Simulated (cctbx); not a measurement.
# Solving a structure by charge flipping

Cell a = 6.8410 Å, b = 4.3140 Å, c = 7.5540 Å, α = 90.00°, β = 90.00°, γ = 90.00°; space group Pnma (no. 62); content Tm4 Ru4 Ti4.

The data are simulated with cctbx, not measured: synchrotron X-rays, λ = 0.7749 Å, to d = 0.77 Å, 95 % of the full sphere, strongest reflection 70000 counts, noise from counting, a 6 % proportional error and a noise floor of 8 counts (s.d.); no absorption.

Charge flipping in P1 on plain amplitudes to 0.9 Å, δ = 1.2 σ, 30 % of the reflections treated as weak, 200 cycles:

```text
cycle      R  skewness
    0  0.621     0.13
   16  0.396     3.66
   32  0.348     3.13
   48  0.383     3.34
   64  0.362     3.41
   80  0.368     3.34
   96  0.376     3.26
  112  0.356     3.17
  128  0.350     3.02
  144  0.376     3.22
  160  0.346     3.03
  176  0.353     3.09
  192  0.358     3.41
origin shift          correlation  skewness
 0.409  0.082  0.070      0.850      3.29
 0.096  0.086  0.345      0.874      4.09
 0.397  0.085  0.346      0.866      3.11
 0.103  0.086  0.068      0.823      2.90
taken: symmetry correlation 0.874, skewness 4.09
peak      x       y       z  mult  height/sigma
Q1    0.0002  0.2500  0.1953    4     12.9
Q2    0.1946  0.2500  0.5937    4      6.5
Q3    0.1765  0.7500  0.4123    4      4.8
Q4    0.1582  0.2500  0.0310    4      2.0
Q5    0.0843  0.2500  0.6865    4      1.4
Q6    0.0904  0.2500  0.8925    4      1.3
Q7    0.0565  0.6199  0.9719    8      1.3
Q8    0.1224  0.7500  0.6741    4      1.2
```

The origin is taken among those within 0.04 of the best correlation, by the skewness of the map.

Run time: 0.26 s on 1 thread of Arm Neoverse V2 (shared host), peak memory 0.07 GiB.

**Question.** Which peaks are atoms, and which elements?

Heights go roughly as Z and multiplicities must add up to the content. First model: Q1 = Tm1 (4 in the cell, height 12.9), Q2 = Ru1 (4 in the cell, height 6.5) and Q3 = Ti1 (4 in the cell, height 4.8). Against the true structure, Q1 is Tm, Q2 is Ru and Q3 is Ti; the other peaks are not atoms.

Least squares on F², isotropic:

```text
Rint 0.044, 291 unique reflections to 0.77 A
cycle     R1     wR2    GooF  max shift (A)
   1  0.2530  0.6186  18.748   0.11253
   2  0.0122  0.0302   0.916   0.00002
final R1 0.0122 wR2 0.0302 GooF 0.916  parameters 9  data/parameter 32.3
atom        x        y        z      Ueq    occ   su(xyz)  su(Uiso or U11)
Tm1   -0.00129  0.25000  0.19651   0.0051  1.000  0.00002  0.0001
Ru1    0.21018  0.25000  0.58892   0.0062  1.000  0.00004  0.0001
Ti1    0.18062  0.75000  0.41526   0.0072  1.000  0.00010  0.0002
difference map: max 1.13 min -0.68 rms 0.24
Q1    0.1918  0.7500  0.2875    4    1.19  0.97 A from Ti1
Q2    0.1625  0.2500  0.7369    4    1.16  1.16 A from Ru1
Q3    0.1627  0.2500  0.8827    4    1.06  1.10 A from Ti1
Q4    0.1624  0.7500  0.1163    4    0.95  0.90 A from Ru1
Q5    0.0406  0.7500  0.5421    4    0.88  1.35 A from Ti1
```

Anisotropic refinement:

```text
Rint 0.044, 291 unique reflections to 0.77 A
cycle     R1     wR2    GooF  max shift (A)
   1  0.0122  0.0303   0.932   0.00017
   2  0.0120  0.0297   0.914   0.00000
final R1 0.0120 wR2 0.0297 GooF 0.914  parameters 18  data/parameter 16.2
atom        x        y        z      Ueq    occ   su(xyz)  su(Uiso or U11)
Tm1   -0.00129  0.25000  0.19651   0.0052  1.000  0.00002  0.0002
Ru1    0.21018  0.25000  0.58891   0.0062  1.000  0.00004  0.0002
Ti1    0.18060  0.75000  0.41526   0.0072  1.000  0.00010  0.0003
difference map: max 1.15 min -0.67 rms 0.24
Q1    0.1625  0.2500  0.7376    4    1.21  1.17 A from Ru1
Q2    0.1916  0.7500  0.2868    4    1.18  0.97 A from Ti1
Q3    0.1626  0.2500  0.8839    4    0.99  1.10 A from Ti1
Q4    0.1648  0.7500  0.1166    4    0.95  0.88 A from Ru1
Q5    0.0370  0.7500  0.5416    4    0.90  1.37 A from Ti1
Q6    0.0041  0.2500  0.3306    4    0.76  1.01 A from Tm1
```

**Reading.** The refinement ends at R1 = 0.0120, wR2 = 0.0297, GooF = 0.91, with difference density between -0.67 and 1.15 e/Å³. Every site matches the true model in element, within 0.001 Å r.m.s., up to an allowed shift of origin.

True model:

```
atom  mult.       x    y       z  Ueq (Å²)
 Tm1      4  0.5013  3/4  0.3035    0.0051
 Ru1      4  0.7898  3/4  0.5889    0.0061
 Ti1      4  0.1806  3/4  0.5847    0.0071
```

The model is made up (kin elements in a known structure type, no relaxation), so it says nothing on whether the phase exists.

[Middle refinement cycles are left out of these outputs.]

[Logs are printed without paths, hosts, clocks, repeated set-up lines and the standing remarks that a program may print on its own settings, such as how far it seeks lower states.]
